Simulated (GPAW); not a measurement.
# An In chain with one bond drawn out: a series of junctions

Wanted: the trend of the zero-bias conductance over a family of junctions, an In chain with one bond drawn out.

Calculated with GPAW 26.7.0; GPAW LCAO, PAW setups; Landauer transmission from Green's functions with principal layers (ASE), zero bias.

Report form: the programs' logs are mostly left out.

### Step 1. The starting structure

The cell holds 10 atoms: 10 In. Its edges and angles: a = 9.000 Å, b = 9.000 Å, c = 29.700 Å, α = 90.0°, β = 90.0°, γ = 90.0°. Regions: left lead, 5 atoms (5 In); right lead, 5 atoms (5 In). Vacuum lies along a and b. The structure is stacked along c, and the current runs across the ab planes.

### Step 2. Member of the series, stretch 0.2 Å

The structure changes from member to member while basis and functional stay, so that the trend is less open to errors of the level than any single value.

The input, run.py:

```python
import json
import numpy as np
from ase import Atoms
from ase.transport.calculators import TransportCalculator
from gpaw import GPAW, FermiDirac
from gpaw.lcao.tools import get_lcao_hamiltonian
from scipy.linalg import eigh

# The junction with lead layers at both ends, along the third cell vector
device = Atoms(
    ['In', 'In', 'In', 'In', 'In', 'In', 'In', 'In', 'In', 'In'],
    positions=[
        [4.50000, 4.50000, 1.47500],
        [4.50000, 4.50000, 4.42500],
        [4.50000, 4.50000, 7.37500],
        [4.50000, 4.50000, 10.32500],
        [4.50000, 4.50000, 13.27500],
        [4.50000, 4.50000, 16.42500],
        [4.50000, 4.50000, 19.37500],
        [4.50000, 4.50000, 22.32500],
        [4.50000, 4.50000, 25.27500],
        [4.50000, 4.50000, 28.22500]],
    cell=[[9.0, 0.0, 0.0], [0.0, 9.0, 0.0], [0.0, 0.0, 29.7]],
    pbc=True)

# One principal layer of the lead: the first 3 atoms of the device
lead = Atoms(
    ['In', 'In', 'In'],
    positions=[
        [4.50000, 4.50000, 1.47500],
        [4.50000, 4.50000, 4.42500],
        [4.50000, 4.50000, 7.37500]],
    cell=[[9.0, 0.0, 0.0], [0.0, 9.0, 0.0], [0.0, 0.0, 8.85]],
    pbc=True)

settings = dict(mode='lcao', basis='dzp', xc='LDA', h=0.2,
                occupations=FermiDirac(0.1), maxiter=250,
                mixer=dict(beta=0.1, nmaxold=8, weight=100.0),
                convergence=dict(density=0.0001))
energies = np.arange(-2, 2 + 1e-9, 0.05)
eta = 0.0001
n1, n2 = 1, 1
# k and -k transmit alike, so half of the mesh across the current serves
mesh = [(i, j) for i in range(n1) for j in range(n2) if (i, j) <= (-i % n1, -j % n2)]
weights = np.array([1 if (i, j) == (-i % n1, -j % n2) else 2 for i, j in mesh]) / (n1 * n2)

# [... helper functions left out ...]
fermi_lead = ground_state(lead, (1, 1, 13), 'lead.txt')
fermi_device = ground_state(device, (1, 1, 3), 'device.txt')
# [... loop over the mesh left out, but for ...]
        # Shift the lead onto the potential of the device's first layer
        shift = ((H[:, 0, 0] - H0[:, 0, 0]) / S0[0, 0]).real.mean()
# [...]
kT = 8.617333e-5 * 500
bias = [0.1, 0.2, 0.5, 1.0, 1.5, 2.0]
# [... integrals and printing left out ...]
```

Launch:

```
> OMP_NUM_THREADS=1 OPENBLAS_NUM_THREADS=1 python run.py
```

Wall time 36 s (1 thread of Arm Neoverse V2, shared host); peak memory 1 GiB.

This step gave:

| Quantity | Value |
| --- | --- |
| conductance | 2.886 G₀ |
| largest coupling past the next principal layer | 1.90e-6 eV |
| largest misfit of the first principal layer | 0.02134 eV |
| shift that aligns the lead | 0.009483 eV |
| basis functions of the junction | 230 |
| basis functions of a principal layer | 69 |
| transmission at the Fermi level (one spin) | 2.930 |

One spin. Transmission, zone mean against energy, zero at the Fermi level:

energy (eV), transmission, zone mean and a bar:
```
   -2.000       0.00 
   -1.800       0.00 
   -1.600       0.00 
   -1.400       0.00 
   -1.200       0.98 ##########
   -1.000       0.99 ##########
   -0.800       0.99 ##########
   -0.600       0.99 ##########
   -0.400       0.99 ##########
   -0.200       0.99 ##########
    0.000       2.93 ##############################
    0.200       2.93 ##############################
    0.400       2.91 ##############################
    0.600       2.90 ##############################
    0.800       2.90 ##############################
    1.000       2.91 ##############################
    1.200       2.91 ##############################
    1.400       2.91 ##############################
    1.600       2.92 ##############################
    1.800       2.91 ##############################
    2.000       2.91 ##############################
```

Not self-consistent under bias; the bias window is split evenly. Table of current through one cell, from the zero-bias transmission by bias:

| bias (V) | current through one cell, from the zero-bias transmission (μA) |
| --- | --- |
| 0.100 | 22.3 |
| 0.200 | 44.1 |
| 0.500 | 100 |
| 1.000 | 177 |
| 1.500 | 252 |
| 2.000 | 327 |

Transmission of the three most open eigenchannels against energy, zero at the Fermi level:

| energy (eV) | channel 1 | channel 2 = channel 3 |
| --- | --- | --- |
| -2.00 | 3.5e-8 | 0 |
| -1.85 | 4.4e-9 | 0 |
| -1.70 | 2.7e-9 | 0 |
| -1.60 | 3.4e-9 | 0 |
| -1.45 | 1.1e-8 | 0 |
| -1.30 | 8.8e-7 | 0 |
| -1.15 | 0.987 | 0 |
| -1.05 | 0.988 | 0 |
| -0.90 | 0.989 | 0 |
| -0.75 | 0.989 | 0 |
| -0.60 | 0.989 | 0 |
| -0.50 | 0.989 | 0 |
| -0.35 | 0.989 | 0 |
| -0.20 | 0.989 | 8.4e-9 |
| -0.05 | 0.989 | 0.961 |
| 0.00 | 0.989 | 0.970 |
| 0.05 | 0.989 | 0.975 |
| 0.20 | 0.989 | 0.971 |
| 0.35 | 0.989 | 0.953 |
| 0.50 | 0.989 | 0.954 |
| 0.60 | 0.988 | 0.954 |
| 0.75 | 0.988 | 0.957 |
| 0.90 | 0.988 | 0.960 |
| 1.05 | 0.988 | 0.961 |
| 1.15 | 0.987 | 0.962 |
| 1.30 | 0.987 | 0.963 |
| 1.45 | 0.987 | 0.963 |
| 1.60 | 0.987 | 0.964 |
| 1.70 | 0.987 | 0.964 |
| 1.85 | 0.987 | 0.960 |
| 2.00 | 0.987 | 0.960 |

Couplings past the next layer reach 1.9e-6 eV, small enough to drop; the matrix elements of the cell's first layer differ from the bulk lead's by up to 0.021 eV. That layer keeps its own values in the calculation, and only beyond it is the lead taken as perfect. The Fermi levels of lead and junction count from different zeros of potential, one for each periodic cell; with both set to zero, the small remaining shift is what aligns them. By hand: G = 2.886 × 77.48 μS = 224 μS, a resistance of 4.47 kΩ; at 0.1 V a linear junction would pass 22.4 μA, and the integral over the bias window gives 22.3 μA.

### Step 3. Member of the series: stretch = 0.5

The cell differs from the one that the last finished run ended in (c 29.700 → 30.000 Å).

Edit run.py of step 2 so:

```diff
@@ -17,8 +17,8 @@
         [4.50000, 4.50000, 13.27500],
-        [4.50000, 4.50000, 16.42500],
-        [4.50000, 4.50000, 19.37500],
-        [4.50000, 4.50000, 22.32500],
-        [4.50000, 4.50000, 25.27500],
-        [4.50000, 4.50000, 28.22500]],
-    cell=[[9.0, 0.0, 0.0], [0.0, 9.0, 0.0], [0.0, 0.0, 29.7]],
+        [4.50000, 4.50000, 16.72500],
+        [4.50000, 4.50000, 19.67500],
+        [4.50000, 4.50000, 22.62500],
+        [4.50000, 4.50000, 25.57500],
+        [4.50000, 4.50000, 28.52500]],
+    cell=[[9.0, 0.0, 0.0], [0.0, 9.0, 0.0], [0.0, 0.0, 30.0]],
     pbc=True)
```

It took 36 s on 1 thread; peak memory 1 GiB.

This step gave:

| Item | Value |
| --- | --- |
| conductance | 2.551 G₀ |
| largest misfit of the first principal layer | 0.03614 eV |
| shift that aligns the lead | 0.003659 eV |
| transmission at the Fermi level (one spin) | 2.636 |

One spin. Transmission, zone mean against energy, zero at the Fermi level:

energy (eV), transmission, zone mean and a bar:
```
    -2.00       0.00 
    -1.85       0.00 
    -1.70       0.00 
    -1.60       0.00 
    -1.45       0.00 
    -1.30       0.00 
    -1.15       0.90 ##########
    -1.05       0.91 ##########
    -0.90       0.92 ##########
    -0.75       0.92 ##########
    -0.60       0.93 ##########
    -0.50       0.93 ##########
    -0.35       0.93 ###########
    -0.20       0.93 ###########
    -0.05       2.59 #############################
     0.00       2.64 ##############################
     0.05       2.65 ##############################
     0.20       2.58 #############################
     0.35       2.45 ############################
     0.50       2.45 ############################
     0.60       2.45 ############################
     0.75       2.46 ############################
     0.90       2.48 ############################
     1.05       2.50 ############################
     1.15       2.51 ############################
     1.30       2.52 #############################
     1.45       2.52 #############################
     1.60       2.52 #############################
     1.70       2.51 ############################
     1.85       2.48 ############################
     2.00       2.47 ############################
```

Not self-consistent under bias; the bias window is split evenly. Current through one cell, from the zero-bias transmission against bias:

| bias (V) | current through one cell, from the zero-bias transmission (μA) |
| --- | --- |
| 0.100 | 19.7 |
| 0.200 | 38.7 |
| 0.500 | 87.2 |
| 1.000 | 154 |
| 1.500 | 219 |
| 2.000 | 285 |

The transmission of the three most open eigenchannels by energy, zero at the Fermi level:

| energy (eV) | channel 1 | channel 2 = channel 3 |
| --- | --- | --- |
| -2.00 | 1.4e-8 | 0 |
| -1.90 | 3.4e-9 | 0 |
| -1.80 | 1.9e-9 | 0 |
| -1.70 | 1.6e-9 | 0 |
| -1.55 | 2.9e-9 | 0 |
| -1.45 | 7.7e-9 | 0 |
| -1.35 | 6.1e-8 | 0 |
| -1.25 | 0.768 | 0 |
| -1.15 | 0.898 | 0 |
| -1.05 | 0.914 | 0 |
| -0.90 | 0.921 | 0 |
| -0.80 | 0.923 | 0 |
| -0.70 | 0.924 | 0 |
| -0.60 | 0.925 | 0 |
| -0.50 | 0.926 | 0 |
| -0.40 | 0.927 | 0 |
| -0.25 | 0.928 | 5.5e-11 |
| -0.15 | 0.928 | 0.531 |
| -0.05 | 0.928 | 0.829 |
| 0.00 | 0.928 | 0.854 |
| 0.05 | 0.928 | 0.859 |
| 0.15 | 0.928 | 0.841 |
| 0.25 | 0.928 | 0.809 |
| 0.40 | 0.928 | 0.777 |
| 0.50 | 0.927 | 0.763 |
| 0.60 | 0.927 | 0.760 |
| 0.70 | 0.926 | 0.764 |
| 0.80 | 0.926 | 0.770 |
| 0.90 | 0.925 | 0.778 |
| 1.05 | 0.925 | 0.788 |
| 1.15 | 0.924 | 0.793 |
| 1.25 | 0.924 | 0.797 |
| 1.35 | 0.923 | 0.800 |
| 1.45 | 0.923 | 0.801 |
| 1.55 | 0.923 | 0.800 |
| 1.70 | 0.923 | 0.796 |
| 1.80 | 0.923 | 0.790 |
| 1.90 | 0.923 | 0.785 |
| 2.00 | 0.923 | 0.775 |

The conductance, 2.55 G₀, lies 12 % below that of the member before.

### Step 4. Junction: stretch = 0.8

The cell differs from the one that the last finished run ended in (c 30.000 → 30.300 Å).

Edit run.py of step 3 so:

```diff
@@ -17,8 +17,8 @@
         [4.50000, 4.50000, 13.27500],
-        [4.50000, 4.50000, 16.72500],
-        [4.50000, 4.50000, 19.67500],
-        [4.50000, 4.50000, 22.62500],
-        [4.50000, 4.50000, 25.57500],
-        [4.50000, 4.50000, 28.52500]],
-    cell=[[9.0, 0.0, 0.0], [0.0, 9.0, 0.0], [0.0, 0.0, 30.0]],
+        [4.50000, 4.50000, 17.02500],
+        [4.50000, 4.50000, 19.97500],
+        [4.50000, 4.50000, 22.92500],
+        [4.50000, 4.50000, 25.87500],
+        [4.50000, 4.50000, 28.82500]],
+    cell=[[9.0, 0.0, 0.0], [0.0, 9.0, 0.0], [0.0, 0.0, 30.3]],
     pbc=True)
```

It took 35 s on 1 thread; peak memory 1 GiB.

One spin. The transmission, zone mean by energy, zero at the Fermi level:

energy (eV), transmission, zone mean and a bar:
```
   -2.000       0.00 
   -1.800       0.00 
   -1.600       0.00 
   -1.400       0.00 
   -1.200       0.64 #########
   -1.000       0.76 ###########
   -0.800       0.78 ###########
   -0.600       0.80 ###########
   -0.400       0.80 ###########
   -0.200       0.81 ###########
    0.000       2.14 ##############################
    0.050       2.15 ##############################
    0.200       2.03 ############################
    0.400       1.89 ##########################
    0.600       1.85 ##########################
    0.800       1.87 ##########################
    1.000       1.92 ###########################
    1.200       1.96 ###########################
    1.400       1.97 ############################
    1.600       1.97 ###########################
    1.800       1.94 ###########################
    2.000       1.90 ###########################
```

The conductance, 2.03 G₀, lies 20 % below that of the member before.

### Step 5. Member of the series: stretch = 1.2

The cell differs from the one that the last finished run ended in (c 30.300 → 30.700 Å).

Edit run.py of step 4 so:

```diff
@@ -17,8 +17,8 @@
         [4.50000, 4.50000, 13.27500],
-        [4.50000, 4.50000, 17.02500],
-        [4.50000, 4.50000, 19.97500],
-        [4.50000, 4.50000, 22.92500],
-        [4.50000, 4.50000, 25.87500],
-        [4.50000, 4.50000, 28.82500]],
-    cell=[[9.0, 0.0, 0.0], [0.0, 9.0, 0.0], [0.0, 0.0, 30.3]],
+        [4.50000, 4.50000, 17.42500],
+        [4.50000, 4.50000, 20.37500],
+        [4.50000, 4.50000, 23.32500],
+        [4.50000, 4.50000, 26.27500],
+        [4.50000, 4.50000, 29.22500]],
+    cell=[[9.0, 0.0, 0.0], [0.0, 9.0, 0.0], [0.0, 0.0, 30.7]],
     pbc=True)
```

It took 36 s on 1 thread; peak memory 1 GiB.

The conductance, 1.29 G₀, lies 36 % below that of the member before.

### Step 6. Member of the series: stretch = 1.6

The cell differs from the one that the last finished run ended in (c 30.700 → 31.100 Å).

Edit run.py of step 5 so:

```diff
@@ -17,8 +17,8 @@
         [4.50000, 4.50000, 13.27500],
-        [4.50000, 4.50000, 17.42500],
-        [4.50000, 4.50000, 20.37500],
-        [4.50000, 4.50000, 23.32500],
-        [4.50000, 4.50000, 26.27500],
-        [4.50000, 4.50000, 29.22500]],
-    cell=[[9.0, 0.0, 0.0], [0.0, 9.0, 0.0], [0.0, 0.0, 30.7]],
+        [4.50000, 4.50000, 17.82500],
+        [4.50000, 4.50000, 20.77500],
+        [4.50000, 4.50000, 23.72500],
+        [4.50000, 4.50000, 26.67500],
+        [4.50000, 4.50000, 29.62500]],
+    cell=[[9.0, 0.0, 0.0], [0.0, 9.0, 0.0], [0.0, 0.0, 31.1]],
     pbc=True)
```

Run time: 36 s. Hardware: 1 thread; peak memory 1.1 GiB.

One spin. Table of transmission, zone mean by energy, zero at the Fermi level:

energy (eV), transmission, zone mean and a bar:
```
   -2.000      0.000 
   -1.800      0.000 
   -1.600      0.000 
   -1.400      0.000 
   -1.200      0.130 #####
   -1.000      0.247 #########
   -0.800      0.296 ###########
   -0.600      0.328 ############
   -0.400      0.354 #############
   -0.200      0.375 ##############
    0.000      0.766 #############################
    0.050      0.786 ##############################
    0.200      0.723 ###########################
    0.400      0.665 #########################
    0.600      0.661 #########################
    0.800      0.687 ##########################
    1.000      0.720 ###########################
    1.200      0.751 #############################
    1.400      0.775 #############################
    1.600      0.788 ##############################
    1.800      0.790 ##############################
    2.000      0.784 ##############################
```

The conductance, 0.717 G₀, lies 44 % below that of the member before.

### Step 7. Member of the series: stretch = 2.0

The cell differs from the one that the last finished run ended in (c 31.100 → 31.500 Å).

Edit run.py of step 6 so:

```diff
@@ -17,8 +17,8 @@
         [4.50000, 4.50000, 13.27500],
-        [4.50000, 4.50000, 17.82500],
-        [4.50000, 4.50000, 20.77500],
-        [4.50000, 4.50000, 23.72500],
-        [4.50000, 4.50000, 26.67500],
-        [4.50000, 4.50000, 29.62500]],
-    cell=[[9.0, 0.0, 0.0], [0.0, 9.0, 0.0], [0.0, 0.0, 31.1]],
+        [4.50000, 4.50000, 18.22500],
+        [4.50000, 4.50000, 21.17500],
+        [4.50000, 4.50000, 24.12500],
+        [4.50000, 4.50000, 27.07500],
+        [4.50000, 4.50000, 30.02500]],
+    cell=[[9.0, 0.0, 0.0], [0.0, 9.0, 0.0], [0.0, 0.0, 31.5]],
     pbc=True)
```

The job ended after 35 s (1 thread; peak memory 1.1 GiB).

The conductance, 0.365 G₀, lies 49 % below that of the member before.

### Step 8. Junction, box 9 × 9 × 32.1 Å: stretch = 2.6

The cell differs from the one that the last finished run ended in (c 31.500 → 32.100 Å).

Edit run.py of step 7 so:

```diff
@@ -17,8 +17,8 @@
         [4.50000, 4.50000, 13.27500],
-        [4.50000, 4.50000, 18.22500],
-        [4.50000, 4.50000, 21.17500],
-        [4.50000, 4.50000, 24.12500],
-        [4.50000, 4.50000, 27.07500],
-        [4.50000, 4.50000, 30.02500]],
-    cell=[[9.0, 0.0, 0.0], [0.0, 9.0, 0.0], [0.0, 0.0, 31.5]],
+        [4.50000, 4.50000, 18.82500],
+        [4.50000, 4.50000, 21.77500],
+        [4.50000, 4.50000, 24.72500],
+        [4.50000, 4.50000, 27.67500],
+        [4.50000, 4.50000, 30.62500]],
+    cell=[[9.0, 0.0, 0.0], [0.0, 9.0, 0.0], [0.0, 0.0, 32.1]],
     pbc=True)
```

The job ended after 36 s (1 thread; peak memory 1.1 GiB).

One spin. The transmission, zone mean by energy, zero at the Fermi level:

| energy (eV) | transmission, zone mean |
| --- | --- |
| -2.000 | 1.6e-10 |
| -1.800 | 2.1e-11 |
| -1.600 | 2.5e-11 |
| -1.400 | 1.7e-10 |
| -1.200 | 0.0130 |
| -1.000 | 0.0326 |
| -0.800 | 0.0444 |
| -0.600 | 0.0547 |
| -0.400 | 0.0645 |
| -0.200 | 0.0741 |
| 0.000 | 0.124 |
| 0.200 | 0.127 |
| 0.400 | 0.127 |
| 0.600 | 0.135 |
| 0.800 | 0.146 |
| 1.000 | 0.159 |
| 1.200 | 0.173 |
| 1.400 | 0.187 |
| 1.600 | 0.201 |
| 1.800 | 0.215 |
| 2.000 | 0.230 |

The conductance, 0.119 G₀, lies 68 % below that of the member before.

### Step 9. Junction, box 9 × 9 × 32.7 Å: stretch = 3.2

The cell differs from the one that the last finished run ended in (c 32.100 → 32.700 Å).

Edit run.py of step 8 so:

```diff
@@ -17,8 +17,8 @@
         [4.50000, 4.50000, 13.27500],
-        [4.50000, 4.50000, 18.82500],
-        [4.50000, 4.50000, 21.77500],
-        [4.50000, 4.50000, 24.72500],
-        [4.50000, 4.50000, 27.67500],
-        [4.50000, 4.50000, 30.62500]],
-    cell=[[9.0, 0.0, 0.0], [0.0, 9.0, 0.0], [0.0, 0.0, 32.1]],
+        [4.50000, 4.50000, 19.42500],
+        [4.50000, 4.50000, 22.37500],
+        [4.50000, 4.50000, 25.32500],
+        [4.50000, 4.50000, 28.27500],
+        [4.50000, 4.50000, 31.22500]],
+    cell=[[9.0, 0.0, 0.0], [0.0, 9.0, 0.0], [0.0, 0.0, 32.7]],
     pbc=True)
```

Run time: 36 s. Hardware: 1 thread; peak memory 1.1 GiB.

One spin. Transmission, zone mean against energy, zero at the Fermi level:

| energy (eV) | transmission, zone mean |
| --- | --- |
| -2.000 | 3.7e-11 |
| -1.800 | 4.8e-12 |
| -1.600 | 5.8e-12 |
| -1.400 | 4.1e-11 |
| -1.200 | 0.00329 |
| -1.000 | 0.00872 |
| -0.800 | 0.0124 |
| -0.600 | 0.0157 |
| -0.400 | 0.0192 |
| -0.200 | 0.0229 |
| 0.000 | 0.0362 |
| 0.200 | 0.0387 |
| 0.400 | 0.0405 |
| 0.600 | 0.0444 |
| 0.800 | 0.0494 |
| 1.000 | 0.0552 |
| 1.200 | 0.0616 |
| 1.400 | 0.0689 |
| 1.600 | 0.0769 |
| 1.800 | 0.0860 |
| 2.000 | 0.0961 |

The conductance, 0.0349 G₀, lies 71 % below that of the member before.

(Part 1 of 2 ends here.)

[Logs are printed without paths, hosts, clocks, repeated set-up lines and the standing remarks that a program may print on its own settings, such as how far it seeks lower states.]

[Hosts, paths, dates, database ids (printed as entryN), source tags and the programs' standing remarks are cut or masked in the printed files.]
